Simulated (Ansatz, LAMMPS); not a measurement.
# Squeezing and shearing glassy 74SiO2-21Na2O-5TiO2 (mol %) (117 atoms), part 2 of 3

Aim: relax glassy 74SiO2-21Na2O-5TiO2 (mol %) (117 atoms), then change its volume and shape to read moduli from the stress.

Ansatz 0.2.0; Kohn-Sham DFT, revPBE, PAW (set soft_2), plane waves.

The cell: 29 Si, 16 Na, 2 Ti and 70 O. The quench rate of 8 K/ps far exceeds what a furnace or splat quench reaches. The starting topology of bonds comes from the classical model. The Brillouin zone is sampled at Γ only.

So far. Step 2 (Single point at the start): The r.m.s. force at the start is 0.87 eV/Å. Step 3 (Cell and atoms relaxed): The relaxation converged after 24 steps, with a largest force component of 0.028 eV/Å.

### 4. Single point at the relaxed geometry

One more single point at the end of the walk gives the fuller output and checks the residual forces.

Contents of input.yaml:

```yaml
crystal:
  lattice:
    - [12.30876, -0.02331, 0.09399]
    - [-0.02331, 11.54172, -0.04786]
    - [0.09399, -0.04786, 11.82366]
  atoms:
    - { symbol: Si, position: [0.25929, 0.96455, 0.15817] }
    - { symbol: Si, position: [0.57259, 0.54809, 0.4015] }
    - { symbol: Si, position: [0.7834, 0.63813, 0.11797] }
    - { symbol: Si, position: [0.76046, 0.19524, 0.57828] }
    - { symbol: Si, position: [0.7931, 0.46488, 0.52304] }
    - { symbol: Si, position: [0.94488, 0.40334, 0.8855] }
    [... 105 atom lines left out ...]
    - { symbol: O, position: [0.51762, 0.08317, 0.33198] }
    - { symbol: O, position: [0.51115, 0.4429, 0.3291] }
    - { symbol: O, position: [0.49548, 0.55271, 0.52018] }
    - { symbol: O, position: [0.0199, 0.87602, 0.29399] }
    - { symbol: O, position: [0.57315, 0.66951, 0.34075] }
    - { symbol: O, position: [0.82731, 0.665, 0.24153] }
kpoints:
  mp_grid: { grid: [1, 1, 1] }
hamiltonian:
  xc: revpbe
scf:
  occupations: { method: gaussian, width: 0.05 }
output:
  forces: true
  stress: true
  populations: true
  dos:
    method: { smearing: { sigma: 0.08 } }
    de: 0.1
    projected: { site_lists: { Na: [Na], O: [O], Si: [Si], Ti: [Ti] } }
  eigenvalues: true
  write_density: true
  write_potential: true
  volumetric_format: npy
```

Command:

```bash
> ansatz run input.yaml --threads 4 --pin off --max-ram 8192MiB --backend cpu --events-out ev --progress --plain --runs-dir out
```

Numbers of over 12 decimals in the logs are rounded to 6 here.

The log of the run:

```text
[...]
Crystal: 117 atoms, lattice volume = 1679.583 Å³
Basis set: ecut = 420 eV, 32861 PW (Γ), exchange–correlation on 180×160×160 points (8 copies of the dense FFT grid, shifted against one another)
Bands: 469, of which v1, the nominal top of the filled ones, is band 352 counted from 1 (351 counted from 0)
Symmetry: 1 space group operations
[...]
k-points: 1
[...]
SCF iter   1: F=—  HF=-87257.009745 eV  |F-HF|=—  |Δ(HF+E_count)|=         —  Δρ=3.59e-3  dr2=2.71e-1  ethr=1.77e-3  ⟨swp⟩=5.0  Hψ=1877  notcnv=0  defer=99
[...]
SCF iter  11: F=-87256.987618 eV  HF=-87256.987618 eV  |F-HF|=3.04e-9  |Δ(HF+E_count)|=   4.78e-8  Δρ=1.67e-6  dr2=5.39e-8  ethr=1.42e-11  ⟨swp⟩=20.0  Hψ=3940  notcnv=0
SCF 1 converged in 11 iterations: F = -87256.987618 eV  dr2 = 5.39e-8
[...]
SCF converged after 11 iterations
Free energy (F): -87256.987618 eV
[...]
Internal energy: -87256.987618 eV  (E = F + TS)
E sigma→0 (E₀):  -87256.987618 eV
Fermi energy:    4.657634 eV
[...]
--- Forces (eV/Å), atoms counted from 1 ---
  atom   1  Si     0.01126350    -0.01516120     0.00635043
  atom   2  Si     0.00349557    -0.01771017    -0.00435957
  atom   3  Si     0.00088907     0.01232582     0.00305483
  atom   4  Si    -0.01728341    -0.00188132    -0.00088080
  atom   5  Si     0.00407317    -0.00092701     0.00875418
  atom   6  Si     0.01396710    -0.00002574    -0.00620574
  atom   7  Si     0.00601162    -0.01710307    -0.00281204
  atom   8  Si    -0.00133147    -0.00855027     0.00490471
  atom   9  Si    -0.00146311    -0.00119703     0.00298877
  atom  10  Si     0.00148428    -0.00307149    -0.00869065
  atom  11  Si    -0.00333151    -0.00328320     0.00671202
  atom  12  Si     0.00435941     0.00488520     0.00424153
  atom  13  Si    -0.00298226     0.00051526     0.00436087
  atom  14  Si    -0.01765318    -0.01732078    -0.00278067
[...]
atom 116  O     -0.00159484    -0.00155457     0.00511677
  atom 117  O     -0.00277754    -0.00420777    -0.00129724
  max |Σ_I F_I| component: 1.82e-4 eV/Å
--- Stress (GPa, compression-positive) ---
        0.047794      -0.005213       0.000505
       -0.005213      -0.017435      -0.010803
        0.000505      -0.010802      -0.001631
  P = ⅓ Tr σ = 0.0096 GPa (0.096 kbar)
--- Band table (eV) ---
[...]
--- Löwdin populations: 117 sites ---
  site symbol       q [e]
     0     Si      2.3420
     1     Si      2.3206
     2     Si      2.3541
[...]
116      O      6.9680
  spilling = 0.010157 (of n_electrons = 704.000000)
```

It took 17 s on 4 threads of Intel Xeon 6975P-C (Granite Rapids), shared host; peak memory 2.5 GiB.

Numbers from this run:

```
free energy                                      : -87256.9876 eV
free energy per atom                             : -745.7862 eV/atom
SCF cycles                                       : 11
pressure                                         : 0.009576 GPa
r.m.s. force component                           : 0.00608 eV/Å
longest force                                    : 0.03207 eV/Å
Fermi energy                                     : 4.658 eV
gap (highest filled to lowest empty level) : 1.565 eV
spilling of the projection                       : 0.01016
```

### 5. Volume -3 %

The relaxed cell is scaled evenly and the atoms are relaxed again; the stress at the end gives one point of P(V).

input.yaml, the sections that differ from step 4:

```yaml
crystal:
  lattice:
    - [12.18442, -0.02307, 0.09304]
    - [-0.02307, 11.42513, -0.04738]
    - [0.09304, -0.04738, 11.70422]
  atoms:
    [... the 117 atom lines of step 4 ...]
output:
  forces: true
  eigenvalues: true
  stress: true
relax:
  f_tol: 0.05
  max_steps: 70
# kpoints, hamiltonian, scf: as in step 4
```

The log of the run:

```text
Warning: output.stress: scf.convergence.dr2_threshold = 1e-7 eV (the SCF's general default) is looser than the 1.08e-8 eV advised for a printed stress (1e-10 eV for each atom of the cell: 117, of which 108 are counted). What an SCF threshold leaves in a stress goes as its square root, and in the free energy as the threshold itself, and one threshold admits the most on a small cell: [...]
[...]
Crystal: 117 atoms, lattice volume = 1629.196 Å³
Basis set: ecut = 420 eV, 31831 PW (Γ), exchange–correlation on 180×160×160 points (8 copies of the dense FFT grid, shifted against one another)
Bands: 469, of which v1, the nominal top of the filled ones, is band 352 counted from 1 (351 counted from 0)
Symmetry: 1 space group operations
[...]
k-points: 1
[...]
SCF iter   1: F=—  HF=-87256.336455 eV  |F-HF|=—  |Δ(HF+E_count)|=         —  Δρ=3.68e-3  dr2=2.76e-1  ethr=1.77e-3  ⟨swp⟩=5.0  Hψ=1878  notcnv=0  defer=99
[...]
SCF iter   6: F=—  HF=-87256.315107 eV  |F-HF|=—  |Δ(HF+E_count)|=   3.02e-4  Δρ=8.88e-5  dr2=1.25e-4  ethr=9.36e-8  ⟨swp⟩=2.0  Hψ=695  notcnv=0  defer=108
SCF iter   7: F=-87256.315168 eV  HF=-87256.315161 eV  |F-HF|=7.39e-6  |Δ(HF+E_count)|=   5.40e-5  Δρ=3.09e-5  dr2=1.57e-5  ethr=8.88e-9  ⟨swp⟩=13.0  Hψ=2959  notcnv=0
SCF 1 converged in 7 iterations: F = -87256.315168 eV  dr2 = 1.57e-5
[...]
relax step   1: F+E_penalty+E_count = -87256.31516811 eV  Δ(F+E_penalty+E_count) = +0.000e0 eV  max|allowed force component| = 7.121e-1 eV/Å  Δτ_max = 0.0000 Å  (7 SCF iters, dr2 threshold 6.25e-5 eV, accepted)
[...]
relax step   2: F+E_penalty+E_count = -87256.51169168 eV  Δ(F+E_penalty+E_count) = -1.965e-1 eV  max|allowed force component| = 3.648e-1 eV/Å  Δτ_max = 0.0270 Å  (6 SCF iters, dr2 threshold 3.17e-5 eV, accepted)
[...]
relax step   3: F+E_penalty+E_count = -87256.65471574 eV  Δ(F+E_penalty+E_count) = -1.430e-1 eV  max|allowed force component| = 1.296e-1 eV/Å  Δτ_max = 0.0591 Å  (7 SCF iters, dr2 threshold 8.32e-6 eV, accepted)
relax step   4: F+E_penalty+E_count = -87256.70016153 eV  Δ(F+E_penalty+E_count) = -4.545e-2 eV  max|allowed force component| = 1.462e-1 eV/Å  Δτ_max = 0.2000 Å  (11 SCF iters, accepted)
relax step   5: F+E_penalty+E_count = -87256.71408841 eV  Δ(F+E_penalty+E_count) = -1.393e-2 eV  max|allowed force component| = 7.485e-2 eV/Å  Δτ_max = 0.0808 Å  (7 SCF iters, dr2 threshold 2.70e-6 eV, accepted)
relax step   6: F+E_penalty+E_count = -87256.68583524 eV  Δ(F+E_penalty+E_count) = +2.825e-2 eV  max|allowed force component| = 2.662e-1 eV/Å  Δτ_max = 0.2000 Å  (11 SCF iters, rejected (line search))
relax step   7: F+E_penalty+E_count = -87256.72921306 eV  Δ(F+E_penalty+E_count) = -1.512e-2 eV  max|allowed force component| = 5.276e-2 eV/Å  Δτ_max = 0.0989 Å  (11 SCF iters, accepted)
relax step   8: F+E_penalty+E_count = -87256.72793887 eV  Δ(F+E_penalty+E_count) = +1.274e-3 eV  max|allowed force component| = 1.218e-1 eV/Å  Δτ_max = 0.1000 Å  (10 SCF iters, rejected (line search))
relax step   9: F+E_penalty+E_count = -87256.73335192 eV  Δ(F+E_penalty+E_count) = -4.139e-3 eV  max|allowed force component| = 1.833e-2 eV/Å  Δτ_max = 0.0490 Å  (9 SCF iters, accepted)
[...]
relax step  10: F+E_penalty+E_count = -87256.73419850 eV  Δ(F+E_penalty+E_count) = -8.466e-4 eV  max|allowed force component| = 2.394e-2 eV/Å  Δτ_max = 0.0488 Å  (9 SCF iters, accepted)
SCF converged after 9 iterations
Free energy (F): -87256.734199 eV
[...]
Internal energy: -87256.734199 eV  (E = F + TS)
E sigma→0 (E₀):  -87256.734199 eV
Fermi energy:    4.954165 eV
[...]
Σ components = -87256.734199   (vs F -87256.734199, Δ=0.00e0)
--- Forces (eV/Å), atoms counted from 1 ---
  atom   1  Si     0.00156823     0.00501857    -0.01192957
  atom   2  Si    -0.01108896     0.01464361     0.00031613
  atom   3  Si     0.00150652     0.01410232     0.01031681
  atom   4  Si    -0.01999292    -0.00965531     0.00551762
[...]
atom 117  O      0.00214077    -0.00237713    -0.00009376
  max |Σ_I F_I| component: 1.52e-4 eV/Å
--- Stress (GPa, compression-positive) ---
        1.602981       0.005767       0.059428
        0.005767       1.462409       0.020018
        0.059428       0.020019       1.602298
  P = ⅓ Tr σ = 1.5559 GPa (15.559 kbar)
--- Band table (eV) ---
[...]
--- Relaxed structure (10 steps of the walk, 8 accepted, 0 SCFs on fresh bases) ---
  F+E_penalty+E_count = -87256.73419850 eV   max|allowed force component| = 2.394e-2 eV/Å
  atoms:
    - { symbol: Si, position: [0.261874, 0.960312, 0.159534] }
    - { symbol: Si, position: [0.573673, 0.545328, 0.398581] }
    - { symbol: Si, position: [0.782515, 0.636884, 0.119807] }
    - { symbol: Si, position: [0.762058, 0.195793, 0.576814] }
[...]
- { symbol: O, position: [0.831988, 0.665060, 0.242004] }
```

Wall time 2 min (4 threads); peak memory 2.5 GiB; 7.6 min of CPU time.

The program notes that the SCF threshold is loose for the stress.

The relaxation converged after 10 steps, 0.419 eV below its start, with a largest force component of 0.024 eV/Å.

Volume -3 %: the energy stands 0.253 eV above that of the reference, at a pressure of 1.56 GPa.

### 6. Volume +3 %

The relaxed cell is scaled to another volume.

Input and log are left out; they have the form of those shown for this kind of step.

Elapsed: 74 s, on 4 threads of Intel Xeon 6975P-C (Granite Rapids), shared host; peak memory 2.6 GiB; 4.6 min of CPU time.

The relaxation converged after 6 steps, 0.347 eV below its start, with a largest force component of 0.039 eV/Å.

Volume +3 %: the energy stands 0.250 eV above that of the reference, at a pressure of -1.60 GPa.

### 7. Volume -6 %

The relaxed cell is scaled to another volume.

Input and log are left out; they have the form of those shown for this kind of step.

Wall time 2.2 min (4 threads of Intel Xeon 6975P-C (Granite Rapids), shared host); peak memory 2.4 GiB.

The relaxation converged after 12 steps, 1.82 eV below its start, with a largest force component of 0.038 eV/Å.

Volume -6 %: the energy stands 0.984 eV above that of the reference, at a pressure of 3.16 GPa.

### 8. Volume +6 %

The relaxed cell is scaled to another volume.

input.yaml, the sections that differ from step 5:

```yaml
crystal:
  lattice:
    - [12.55017, -0.02377, 0.09583]
    - [-0.02377, 11.76809, -0.0488]
    - [0.09583, -0.0488, 12.05556]
  atoms:
    [... the 117 atom lines of step 4 ...]
# kpoints, hamiltonian, scf, output, relax: as in step 5
```

The log of the run:

```text
[...]
Crystal: 117 atoms, lattice volume = 1780.360 Å³
Basis set: ecut = 420 eV, 34761 PW (Γ), exchange–correlation on 180×160×162 points (8 copies of the dense FFT grid, shifted against one another)
Bands: 469, of which v1, the nominal top of the filled ones, is band 352 counted from 1 (351 counted from 0)
Symmetry: 1 space group operations
[...]
k-points: 1
[...]
SCF iter   1: F=—  HF=-87254.732566 eV  |F-HF|=—  |Δ(HF+E_count)|=         —  Δρ=3.49e-3  dr2=2.76e-1  ethr=1.77e-3  ⟨swp⟩=5.0  Hψ=1873  notcnv=0  defer=97
[...]
SCF iter   6: F=—  HF=-87254.711268 eV  |F-HF|=—  |Δ(HF+E_count)|=   2.85e-4  Δρ=1.02e-4  dr2=1.88e-4  ethr=1.18e-7  ⟨swp⟩=2.0  Hψ=803  notcnv=0  defer=108
SCF iter   7: F=-87254.711337 eV  HF=-87254.711327 eV  |F-HF|=9.74e-6  |Δ(HF+E_count)|=   5.91e-5  Δρ=3.59e-5  dr2=2.43e-5  ethr=8.88e-9  ⟨swp⟩=12.0  Hψ=2923  notcnv=0
SCF 1 converged in 7 iterations: F = -87254.711337 eV  dr2 = 2.43e-5
[...]
relax step   1: F+E_penalty+E_count = -87254.71133657 eV  Δ(F+E_penalty+E_count) = +0.000e0 eV  max|allowed force component| = 1.214e0 eV/Å  Δτ_max = 0.0000 Å  (7 SCF iters, dr2 threshold 6.25e-5 eV, accepted)
[...]
relax step   2: F+E_penalty+E_count = -87255.40617847 eV  Δ(F+E_penalty+E_count) = -6.948e-1 eV  max|allowed force component| = 6.588e-1 eV/Å  Δτ_max = 0.0617 Å  (7 SCF iters, dr2 threshold 9.22e-5 eV, accepted)
[...]
relax step   3: F+E_penalty+E_count = -87255.83430968 eV  Δ(F+E_penalty+E_count) = -4.281e-1 eV  max|allowed force component| = 2.465e-1 eV/Å  Δτ_max = 0.1081 Å  (8 SCF iters, dr2 threshold 2.71e-5 eV, accepted)
relax step   4: F+E_penalty+E_count = -87255.94043929 eV  Δ(F+E_penalty+E_count) = -1.061e-1 eV  max|allowed force component| = 2.062e-1 eV/Å  Δτ_max = 0.2000 Å  (9 SCF iters, dr2 threshold 8.51e-6 eV, accepted)
relax step   5: F+E_penalty+E_count = -87255.97280251 eV  Δ(F+E_penalty+E_count) = -3.236e-2 eV  max|allowed force component| = 1.807e-1 eV/Å  Δτ_max = 0.0975 Å  (7 SCF iters, dr2 threshold 5.95e-6 eV, accepted)
relax step   6: F+E_penalty+E_count = -87255.98398775 eV  Δ(F+E_penalty+E_count) = -1.119e-2 eV  max|allowed force component| = 7.591e-2 eV/Å  Δτ_max = 0.0645 Å  (6 SCF iters, dr2 threshold 2.28e-5 eV, accepted)
relax step   7: F+E_penalty+E_count = -87255.93253382 eV  Δ(F+E_penalty+E_count) = +5.145e-2 eV  max|allowed force component| = 4.451e-1 eV/Å  Δτ_max = 0.1803 Å  (11 SCF iters, rejected (line search))
relax step   8: F+E_penalty+E_count = -87255.99492112 eV  Δ(F+E_penalty+E_count) = -1.093e-2 eV  max|allowed force component| = 6.522e-2 eV/Å  Δτ_max = 0.0851 Å  (11 SCF iters, accepted)
[...]
relax step   9: F+E_penalty+E_count = -87255.99780193 eV  Δ(F+E_penalty+E_count) = -2.881e-3 eV  max|allowed force component| = 4.702e-2 eV/Å  Δτ_max = 0.0226 Å  (9 SCF iters, accepted)
SCF converged after 9 iterations
Free energy (F): -87255.997802 eV
[...]
Internal energy: -87255.997802 eV  (E = F + TS)
E sigma→0 (E₀):  -87255.997802 eV
Fermi energy:    4.075052 eV
[...]
Σ components = -87255.997802   (vs F -87255.997802, Δ=0.00e0)
--- Forces (eV/Å), atoms counted from 1 ---
  atom   1  Si     0.00363029     0.01003462     0.00873401
  atom   2  Si     0.01946079    -0.01300547     0.00365398
  atom   3  Si     0.00342898     0.00449724     0.01415957
  atom   4  Si     0.02106385     0.00698044    -0.00476578
[...]
atom 117  O     -0.00549018    -0.00169558    -0.01085383
  max |Σ_I F_I| component: 1.87e-4 eV/Å
--- Stress (GPa, compression-positive) ---
       -3.202219      -0.169622      -0.300354
       -0.169622      -3.017888      -0.095570
       -0.300354      -0.095570      -3.097991
  P = ⅓ Tr σ = -3.1060 GPa (-31.060 kbar)
--- Band table (eV) ---
[...]
--- Relaxed structure (9 steps of the walk, 8 accepted, 0 SCFs on fresh bases) ---
  F+E_penalty+E_count = -87255.99780193 eV   max|allowed force component| = 4.702e-2 eV/Å
  atoms:
    - { symbol: Si, position: [0.260940, 0.969159, 0.153181] }
    - { symbol: Si, position: [0.569216, 0.547525, 0.404877] }
    - { symbol: Si, position: [0.782618, 0.639438, 0.114944] }
    - { symbol: Si, position: [0.758346, 0.192080, 0.580676] }
[...]
- { symbol: O, position: [0.816506, 0.664935, 0.240051] }
```

Elapsed: 1.9 min, on 4 threads; peak memory 2.6 GiB; 7.2 min of CPU time.

The relaxation converged after 9 steps, 1.29 eV below its start, with a largest force component of 0.047 eV/Å.

Volume +6 %: the energy stands 0.990 eV above that of the reference, at a pressure of -3.11 GPa.

### 9. Volume -10 %

The relaxed cell is scaled to another volume.

Input and log are left out; they have the form of those shown for this kind of step.

The job ended after 2.5 min (4 threads of Intel Xeon 6975P-C (Granite Rapids), shared host; peak memory 2.3 GiB; 9.3 min of CPU time).

The relaxation converged after 14 steps, 5.56 eV below its start, with a largest force component of 0.035 eV/Å.

Volume -10 %: the energy stands 2.82 eV above that of the reference, at a pressure of 5.60 GPa.

### 10. Stretched by 1 % along x

The relaxed cell is strained along x alone, which gives the stiffness along x and its coupling to y and z.

input.yaml, the sections that differ from step 8:

```yaml
crystal:
  lattice:
    - [12.43185, -0.02331, 0.09399]
    - [-0.02354, 11.54172, -0.04786]
    - [0.09493, -0.04786, 11.82366]
  atoms:
    [... the 117 atom lines of step 4 ...]
# kpoints, hamiltonian, scf, output, relax: as in step 8
```

The log of the run:

```text
[...]
Crystal: 117 atoms, lattice volume = 1696.379 Å³
Basis set: ecut = 420 eV, 33195 PW (Γ), exchange–correlation on 180×160×160 points (8 copies of the dense FFT grid, shifted against one another)
Bands: 469, of which v1, the nominal top of the filled ones, is band 352 counted from 1 (351 counted from 0)
Symmetry: 1 space group operations
[...]
k-points: 1
[...]
SCF iter   1: F=—  HF=-87256.883418 eV  |F-HF|=—  |Δ(HF+E_count)|=         —  Δρ=3.57e-3  dr2=2.72e-1  ethr=1.77e-3  ⟨swp⟩=5.0  Hψ=1876  notcnv=0  defer=99
[...]
SCF iter   7: F=-87256.861338 eV  HF=-87256.861330 eV  |F-HF|=8.06e-6  |Δ(HF+E_count)|=   5.52e-5  Δρ=3.27e-5  dr2=1.85e-5  ethr=8.88e-9  ⟨swp⟩=13.0  Hψ=2792  notcnv=0
SCF 1 converged in 7 iterations: F = -87256.861338 eV  dr2 = 1.85e-5
[...]
relax step   1: F+E_penalty+E_count = -87256.86133763 eV  Δ(F+E_penalty+E_count) = +0.000e0 eV  max|allowed force component| = 3.527e-1 eV/Å  Δτ_max = 0.0000 Å  (7 SCF iters, dr2 threshold 6.25e-5 eV, accepted)
[...]
relax step   2: F+E_penalty+E_count = -87256.90204259 eV  Δ(F+E_penalty+E_count) = -4.070e-2 eV  max|allowed force component| = 2.205e-1 eV/Å  Δτ_max = 0.0201 Å  (6 SCF iters, dr2 threshold 7.77e-6 eV, accepted)
[...]
relax step   3: F+E_penalty+E_count = -87256.92890163 eV  Δ(F+E_penalty+E_count) = -2.686e-2 eV  max|allowed force component| = 5.604e-2 eV/Å  Δτ_max = 0.0221 Å  (7 SCF iters, dr2 threshold 3.04e-6 eV, accepted)
relax step   4: F+E_penalty+E_count = -87256.91845594 eV  Δ(F+E_penalty+E_count) = +1.045e-2 eV  max|allowed force component| = 1.285e-1 eV/Å  Δτ_max = 0.2000 Å  (10 SCF iters, rejected (line search))
[...]
relax step   5: F+E_penalty+E_count = -87256.93819361 eV  Δ(F+E_penalty+E_count) = -9.292e-3 eV  max|allowed force component| = 4.321e-2 eV/Å  Δτ_max = 0.0982 Å  (9 SCF iters, accepted)
SCF converged after 9 iterations
Free energy (F): -87256.938194 eV
[...]
Internal energy: -87256.938194 eV  (E = F + TS)
E sigma→0 (E₀):  -87256.938194 eV
Fermi energy:    4.569825 eV
[...]
--- Forces (eV/Å), atoms counted from 1 ---
  atom   1  Si    -0.00226960    -0.01302324     0.01754300
  atom   2  Si    -0.00334656     0.00128970     0.00715910
  atom   3  Si     0.01474935    -0.00357455     0.01418994
  atom   4  Si     0.01883720    -0.00739695     0.00416883
  atom   5  Si     0.01758097     0.00255527    -0.00283941
  atom   6  Si     0.00352870     0.00079350    -0.03142206
  atom   7  Si     0.00298151     0.00799076    -0.01240571
  atom   8  Si    -0.00586688     0.00557427     0.02365882
  atom   9  Si    -0.00520914     0.02709903    -0.00500373
  atom  10  Si    -0.00661347    -0.00405923    -0.00248934
  atom  11  Si    -0.00670675     0.02253308     0.00102161
  atom  12  Si     0.00169158    -0.00425990    -0.03333778
  atom  13  Si     0.01345782     0.00888506    -0.00052132
  atom  14  Si     0.01151140     0.00314915    -0.00270418
[...]
atom 116  O     -0.00226378     0.00207776    -0.00627909
  atom 117  O     -0.00582523     0.00109405    -0.01570508
  max |Σ_I F_I| component: 1.27e-4 eV/Å
--- Stress (GPa, compression-positive) ---
       -1.028132      -0.014977      -0.041214
       -0.014976      -0.299670       0.003837
       -0.041214       0.003837      -0.257544
  P = ⅓ Tr σ = -0.5284 GPa (-5.284 kbar)
--- Band table (eV) ---
[...]
--- Relaxed structure (5 steps of the walk, 4 accepted, 0 SCFs on fresh bases) ---
  F+E_penalty+E_count = -87256.93819361 eV   max|allowed force component| = 4.321e-2 eV/Å
  atoms:
    - { symbol: Si, position: [0.258865, 0.965383, 0.157654] }
    - { symbol: Si, position: [0.572378, 0.547997, 0.401773] }
    - { symbol: Si, position: [0.784080, 0.638475, 0.119268] }
    - { symbol: Si, position: [0.760469, 0.194567, 0.578076] }
[...]
- { symbol: O, position: [0.825476, 0.665158, 0.243688] }
```

Elapsed: 62 s, on 4 threads; peak memory 2.5 GiB; 3.9 min of CPU time.

The relaxation converged after 5 steps, 0.0769 eV below its start, with a largest force component of 0.043 eV/Å.

Stretched by 1 % along x: the energy stands 0.0494 eV above that of the reference, at a pressure of -0.528 GPa.

(Part 2 of 3 ends here.)

[Logs are printed without paths, hosts, clocks, repeated set-up lines and the standing remarks that a program may print on its own settings, such as how far it seeks lower states.]

[Hosts, paths, dates, database ids (printed as entryN), source tags and the programs' standing remarks are cut or masked in the printed files.]
